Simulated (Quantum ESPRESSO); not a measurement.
# O on top sites of RuAl(110): a series in the coverage, part 2 of 10

Wanted: a table for O on top sites of RuAl(110) against the coverage, and what can be fitted to it.

Quantum ESPRESSO 7.5; plane-wave DFT, PBE, GBRV ultrasoft pseudopotentials.

So far. Step 2 (Relaxing cell and ions of the reference):  The last row is no step: it is a fresh SCF in the final cell with a new plane-wave basis, -0 meV from the row before.

The structure was built from a prototype and need not be the compound's stable phase.

## (3) Ground state of the reference

A bulk run at that cell gives the reference energy and levels.

File ref.bulk.in:

```
&control
  prefix = 'ref.bulk'
  outdir = './out'
  pseudo_dir = './pseudo'
  calculation = 'scf'
  tprnfor = .true.
/
&system
  ibrav = 0
  nat = 4
  ntyp = 2
  ecutwfc = 40
  ecutrho = 200
  occupations = 'smearing'
  smearing = 'mv'
  degauss = 0.02
/
&electrons
  conv_thr = 1e-09
  mixing_beta = 0.4
  electron_maxstep = 120
/
ATOMIC_SPECIES
  Ru  101.0700  ru_pbe_v1.2.uspp.F.UPF
  Al  26.9815  al_pbe_v1.uspp.F.UPF
CELL_PARAMETERS angstrom
  3.00398291400000 0.00000000000000 0.00000000000000
  0.00000000000000 4.24680729700000 0.00000000000000
  0.00000000000000 0.00000000000000 4.24680729700000
ATOMIC_POSITIONS crystal
  Ru  0.000000000000 0.000000000000 0.000000000000
  Al  0.500000000000 0.500000000000 0.000000000000
  Ru  0.000000000000 0.500000000000 0.500000000000
  Al  0.500000000000 0.000000000000 0.500000000000
K_POINTS automatic
  14 10 10 0 0 0
```

Command:

```console
> OMP_NUM_THREADS=1 mpirun -n 16 pw.x -nk 16 -in ref.bulk.in > ref.bulk.out
```

The log of the run:

```text
[banner, memory and clock lines left out]
Program PWSCF v.7.5 starts
[citation notice left out]

[...]
Message from routine setup:
[...]
bravais-lattice index     =            0
     lattice parameter (alat)  =       5.6767  a.u.
     unit-cell volume          =     365.6109 (a.u.)^3
     number of atoms/cell      =            4
     number of atomic types    =            2
     number of electrons       =        38.00
     number of Kohn-Sham states=           23
     kinetic-energy cutoff     =      40.0000  Ry
     charge density cutoff     =     200.0000  Ry
     scf convergence threshold =      1.0E-09
     mixing beta               =       0.4000
     number of iterations used =            8  plain     mixing
     Exchange-correlation= SLA  PW   PBE  PBE
                           (   1   4   3   4   0   0   0)

[...]
PseudoPot. # 1 for Ru read from file:
     ./pseudo/ru_pbe_v1.2.uspp.F.UPF
     Pseudo is Ultrasoft + core correction, Zval = 16.0
     Generated by new atomic code, or converted to UPF format
     Using radial grid of  967 points,  6 beta functions with:
                l(1) =   0
                l(2) =   0
                l(3) =   1
                l(4) =   1
                l(5) =   2
                l(6) =   2
     Q(r) pseudized with  8 coefficients,  rinner =    1.300   1.300   1.300
                                                       1.300   1.300

     PseudoPot. # 2 for Al read from file:
     ./pseudo/al_pbe_v1.uspp.F.UPF
     Pseudo is Ultrasoft + core correction, Zval =  3.0
     Generated by new atomic code, or converted to UPF format
     Using radial grid of  893 points,  3 beta functions with:
                l(1) =   0
                l(2) =   1
                l(3) =   2
     Q(r) pseudized with  8 coefficients,  rinner =    0.900   0.900   0.900
                                                       0.900   0.900

     atomic species   valence    mass     pseudopotential
     Ru               16.00   101.07000     Ru( 1.00)
     Al                3.00    26.98150     Al( 1.00)

     16 Sym. Ops., with inversion, found

[...]
number of k points=   168  Marzari-Vanderbilt smearing, width (Ry)=  0.0200

     Number of k-points >= 100: set verbosity='high' to print them.

     Dense  grid:    17457 G-vectors     FFT dimensions: (  25,  40,  40)

     Smooth grid:    12491 G-vectors     FFT dimensions: (  24,  36,  36)

     Initial potential from superposition of free atoms

     starting charge      35.9950, renormalised to      38.0000

     negative rho (up, down):  1.598E-01 0.000E+00
     Starting wfcs are   34 randomized atomic wfcs

     per-process dynamical memory:    24.9 Mb

     Self-consistent Calculation

     iteration #  1     ecut=    40.00 Ry     beta= 0.40
     Davidson diagonalization with overlap
     ethr =  1.00E-02,  avg # of iterations =  2.5

     negative rho (up, down):  1.596E-01 0.000E+00

     total energy              =    -400.82161736 Ry
     estimated scf accuracy    <       4.27389003 Ry

     iteration #  2     ecut=    40.00 Ry     beta= 0.40
[...]
negative rho (up, down):  1.581E-01 0.000E+00

[...]
total energy              =    -401.95472147 Ry
     estimated scf accuracy    <       0.99227129 Ry

     iteration #  3     ecut=    40.00 Ry     beta= 0.40
[...]
negative rho (up, down):  1.565E-01 0.000E+00

[...]
total energy              =    -402.11362945 Ry
     estimated scf accuracy    <       0.01972068 Ry

     iteration #  4     ecut=    40.00 Ry     beta= 0.40
[...]
negative rho (up, down):  1.570E-01 0.000E+00

[...]
total energy              =    -402.11666257 Ry
     estimated scf accuracy    <       0.00368130 Ry

     iteration #  5     ecut=    40.00 Ry     beta= 0.40
[...]
negative rho (up, down):  1.571E-01 0.000E+00

[...]
total energy              =    -402.11708778 Ry
     estimated scf accuracy    <       0.00209954 Ry

     iteration #  6     ecut=    40.00 Ry     beta= 0.40
[...]
negative rho (up, down):  1.566E-01 0.000E+00

[...]
total energy              =    -402.11709600 Ry
     estimated scf accuracy    <       0.00036820 Ry

[...]
iteration # 10     ecut=    40.00 Ry     beta= 0.40
[...]
negative rho (up, down):  1.564E-01 0.000E+00

[...]
total energy              =    -402.11713960 Ry
     estimated scf accuracy    <       0.00000004 Ry

     iteration # 11     ecut=    40.00 Ry     beta= 0.40
[...]
negative rho (up, down):  1.564E-01 0.000E+00

[...]
total energy              =    -402.11713961 Ry
     estimated scf accuracy    <          9.1E-09 Ry

     iteration # 12     ecut=    40.00 Ry     beta= 0.40
[...]
negative rho (up, down):  1.564E-01 0.000E+00

[...]
total energy              =    -402.11713961 Ry
     estimated scf accuracy    <          2.5E-09 Ry

     iteration # 13     ecut=    40.00 Ry     beta= 0.40
[...]
negative rho (up, down):  1.564E-01 0.000E+00

[...]
End of self-consistent calculation

     Number of k-points >= 100: set verbosity='high' to print the bands.

     the Fermi energy is    15.9877 ev

!    total energy              =    -402.11713961 Ry
     estimated scf accuracy    <          3.8E-12 Ry
     smearing contrib. (-TS)   =       0.00139792 Ry
     internal energy E=F+TS    =    -402.11853753 Ry

     The total energy is F=E-TS. E is the sum of the following terms:
     one-electron contribution =    -140.30772977 Ry
     hartree contribution      =      91.12089011 Ry
     xc contribution           =     -60.83957156 Ry
     ewald contribution        =    -292.09212630 Ry

     convergence has been achieved in  13 iterations

     negative rho (up, down):  1.564E-01 0.000E+00

     Forces acting on atoms (cartesian axes, Ry/au):

     atom    1 type  1   force =     0.00000000    0.00000000    0.00000000
     atom    2 type  2   force =     0.00000000    0.00000000    0.00000000
     atom    3 type  1   force =     0.00000000    0.00000000    0.00000000
     atom    4 type  2   force =     0.00000000    0.00000000    0.00000000

     Total force =     0.000000     Total SCF correction =     0.000000

[...]
```

The job ended after 11 s (16 MPI ranks of Arm Neoverse V1, shared host; peak memory 0.96 GiB; 2.8 min of CPU time).

Numbers from this step:

- free energy: -5471.0824 eV

(Part 2 of 10 ends here.)

[Logs are printed without paths, hosts, clocks, repeated set-up lines and the standing remarks that a program may print on its own settings, such as how far it seeks lower states.]

[Hosts, paths, dates, database ids (printed as entryN), source tags and the programs' standing remarks are cut or masked in the printed files.]

[Maps of the electrostatic potential energy from Ansatz leave out the sawtooth potential of an applied field or a dipole correction, so their vacuum need not be flat; planar profiles and work functions include it.]
